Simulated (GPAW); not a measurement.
# Screening of a field by Cl/Mo(100), part 2 of 2

How does Cl/Mo(100) screen a perpendicular field?

GPAW 26.7.0; GPAW, PAW setups; slab in vacuum, relaxation (the session's first sound run).

So far. Step 5 (Field on): The dipole is now -0.134 e Å, against -0.074 in the run without a field.

## (8) Field on (continued)

The electrostatic potential energy of an electron (without an applied field's), less the Fermi level, planar mean oscillates, so the rows of the table below give means over windows of 1.61 Å about each position, cut where the curve ends. Its maxima inside the range that stand out by 2 % of the span (Å: eV): 9.8: -7.07, 11.4: -7.80, 12.9: -8.50, 14.5: -6.98, 16.2: -4.11. Its minima: 9.0: -18.7, 10.5: -19.3, 12.1: -19.8, 13.7: -19.6, 15.3: -19.8, 17.0: -17.0.

The electrostatic potential energy of an electron (without an applied field's), less the Fermi level, planar mean by z; means over each step:

z (Å), electrostatic potential energy of an electron (without an applied field's), less the Fermi level, planar mean (eV) and a bar from the least value:
```
     0.81        4.6 ##############################
     2.42        4.6 ##############################
     4.02        4.6 ##############################
     5.63        4.5 ##############################
     7.24        3.3 ###########################
     8.85      -11.1 ####
    10.46      -13.0 #
    12.07      -13.5 
    13.68      -13.3 
    15.29      -12.8 #
    16.90       -8.4 ########
    18.51        4.1 #############################
    20.12        4.8 ##############################
    21.73        4.8 ##############################
    23.34        4.8 ##############################
    24.95        4.8 ##############################
```

The dipole is now -0.0137 e Å, against -0.074 in the run without a field.

## (9) Field on

File run.py:

```python
import json
import numpy as np
from ase import Atoms
from gpaw import GPAW, PW
from gpaw.external import ConstantElectricField

slab = Atoms(
    ['Mo', 'Mo', 'Mo', 'Mo', 'Mo', 'Cl'],
    positions=[
        [0.00000, 0.00000, 9.00000],
        [1.57500, 1.57500, 10.57500],
        [0.00000, 0.00000, 12.15000],
        [1.57500, 1.57500, 13.68194],
        [-0.00000, 0.00000, 15.29998],
        [1.57500, 1.57500, 16.98002]],
    cell=[[3.15, 0.0, 0.0], [0.0, 3.15, 0.0], [0.0, 0.0, 25.80469]],
    pbc=[True, True, False])

slab.calc = GPAW(mode=PW(400), xc='PBE', kpts={'size': (10, 10, 1), 'gamma': True},
                 occupations={'name': 'fermi-dirac', 'width': 0.1}, nbands='160%',
                 convergence={'density': 1e-05}, maxiter=200,
                 poissonsolver={'dipolelayer': 'xy'},
                 external=ConstantElectricField(0.2, [0, 0, 1]),
                 symmetry={'tolerance': 1e-3}, txt='slab.txt')
result = {}
energy = slab.get_potential_energy()
fermi = slab.calc.get_fermi_level()
v = slab.calc.get_electrostatic_potential().mean((0, 1)) - fermi
n = slab.calc.get_pseudo_density().mean((0, 1))
L = slab.cell[2, 2]
z = np.arange(len(v)) * L / len(v)
low, high = slab.positions[:, 2].min(), slab.positions[:, 2].max()
below, above = np.interp([low - 6.8, high + 6.8], z, v)
slopes = [np.interp(x, z, np.gradient(v, z)) for x in (low - 6.8, high + 6.8)]
eps = np.array([[slab.calc.get_eigenvalues(k, s) for k in range(len(slab.calc.get_ibz_k_points()))]
                for s in range(slab.calc.get_number_of_spins())]) - fermi
top, bottom = eps[eps < 0].max(), eps[eps > 0].min()
dipole = slab.get_dipole_moment()[2]
print(f'energy {energy:.4f} eV, Fermi level {fermi:.4f} eV, dipole {dipole:.5f} e A')
print(f'potential 6.8 A off the faces, from the Fermi level: lower {below:.4f} eV, upper {above:.4f} eV')
print(f'slope of the potential there: lower {slopes[0]:.5f}, upper {slopes[1]:.5f} eV/A')
print(f'nearest levels on the mesh: {top:.4f} and {bottom:.4f} eV')
print('magnetic moment', round(slab.get_magnetic_moment(), 3))
result.update(energy=energy, fermi=fermi, dipole=dipole, below=below, above=above, slopes=slopes, edges=[top, bottom],
              z=z.tolist(), v=v.tolist(), n=n.tolist(), positions=slab.positions.tolist(),
              forces=slab.get_forces(apply_constraint=False).tolist(), moments=slab.get_magnetic_moments().tolist())
json.dump(result, open('result.json', 'w'))
```

Run with:

```console
OMP_NUM_THREADS=1 OPENBLAS_NUM_THREADS=1 python run.py
```

Wall time 6.5 min (1 thread of Arm Neoverse V2, shared host); peak memory 0.53 GiB.

The electrostatic potential energy of an electron (without an applied field's), less the Fermi level, planar mean oscillates, so the rows of the table below give means over windows of 1.61 Å about each position, cut where the curve ends. Its maxima inside the range that stand out by 2 % of the span (Å: eV): 9.8: -6.76, 11.4: -7.65, 12.9: -8.50, 14.5: -7.14, 16.2: -4.44. Its minima: 9.0: -18.3, 10.5: -19.1, 12.1: -19.7, 13.7: -19.7, 15.3: -20.0, 17.0: -17.4.

Table of electrostatic potential energy of an electron (without an applied field's), less the Fermi level, planar mean by z; means over each step:

```tsv
z (Å)	electrostatic potential energy of an electron (without an applied field's), less the Fermi level, planar mean (eV)
0.81	5.15
2.42	5.20
4.02	5.20
5.63	5.15
7.24	3.83
8.85	-10.7
10.46	-12.7
12.07	-13.4
13.68	-13.3
15.29	-13.1
16.90	-8.79
18.51	3.62
20.12	4.35
21.73	4.35
23.34	4.35
24.95	4.38
```

The dipole is now 0.0468 e Å, against -0.074 in the run without a field.

## (10) Field on

run.py: that of step 9 with these lines changed.

```diff
@@ -22,3 +22,3 @@
                  poissonsolver={'dipolelayer': 'xy'},
-                 external=ConstantElectricField(0.2, [0, 0, 1]),
+                 external=ConstantElectricField(0.3, [0, 0, 1]),
                  symmetry={'tolerance': 1e-3}, txt='slab.txt')
```

Wall time 6.3 min (1 thread); peak memory 0.54 GiB.

The electrostatic potential energy of an electron (without an applied field's), less the Fermi level, planar mean oscillates, so the rows of the table below give means over windows of 1.61 Å about each position, cut where the curve ends. Its maxima inside the range that stand out by 2 % of the span (Å: eV): 0.6: 5.82, 9.8: -6.44, 11.4: -7.50, 12.9: -8.50, 14.5: -7.31, 16.2: -4.76. Its minima: 9.0: -17.9, 10.5: -18.8, 12.1: -19.6, 13.7: -19.8, 15.3: -20.2, 17.0: -17.8.

Electrostatic potential energy of an electron (without an applied field's), less the Fermi level, planar mean against z; means over each step:

```tsv
z (Å)	electrostatic potential energy of an electron (without an applied field's), less the Fermi level, planar mean (eV)
0.81	5.71
2.42	5.82
4.02	5.82
5.63	5.77
7.24	4.39
8.85	-10.3
10.46	-12.5
12.07	-13.3
13.68	-13.4
15.29	-13.3
16.90	-9.18
18.51	3.15
20.12	3.86
21.73	3.86
23.34	3.86
24.95	3.93
```

The dipole is now 0.108 e Å, against -0.074 in the run without a field.

## (11) The series

The members are put on one axis.

This step: induced dipole against applied field (GPAW 26.7.0).

The dipole along the normal by field:

```tsv
field (V/Å)	dipole along the normal (e·Å)
-0.200	-0.194
-0.100	-0.134
-0.050	-0.104
0.000	-0.0739
0.050	-0.0438
0.100	-0.0137
0.200	0.0468
0.300	0.108
```

## (12) Outcome

```
work function, upper and lower face            : 5.324 and 3.976 eV
dipole along the normal                        : -0.0739 e Å
induced dipole per field                       : 0.603 e Å per V/Å
out-of-plane polarisability per area, α/(ε0 A) : 11.0 Å
```

The field induces 0.603 e Å per V/Å, a polarisable thickness α/(ε0 A) of 11.0 Å beside 7.98 Å between the outermost nuclei. A perfect conductor would give the distance between its two image planes; a dielectric of thickness t gives t(1 - 1/ε). The two faces differ by 1.3 eV, the step that the slab's dipole makes (e p/(ε0 A) gives 1.3 eV), so the dipole layer is needed. The induced dipole is linear in the field over this range. The cell of 9.92 Å² holds one Cl, started on one chosen site; other sites and coverages weren't tried. The in-plane lattice was kept as typed, which isn't the functional's own and leaves some strain; spin-orbit coupling and temperature are left out.

[Logs are printed without paths, hosts, clocks, repeated set-up lines and the standing remarks that a program may print on its own settings, such as how far it seeks lower states.]

[Hosts, paths, dates, database ids (printed as entryN), source tags and the programs' standing remarks are cut or masked in the printed files.]
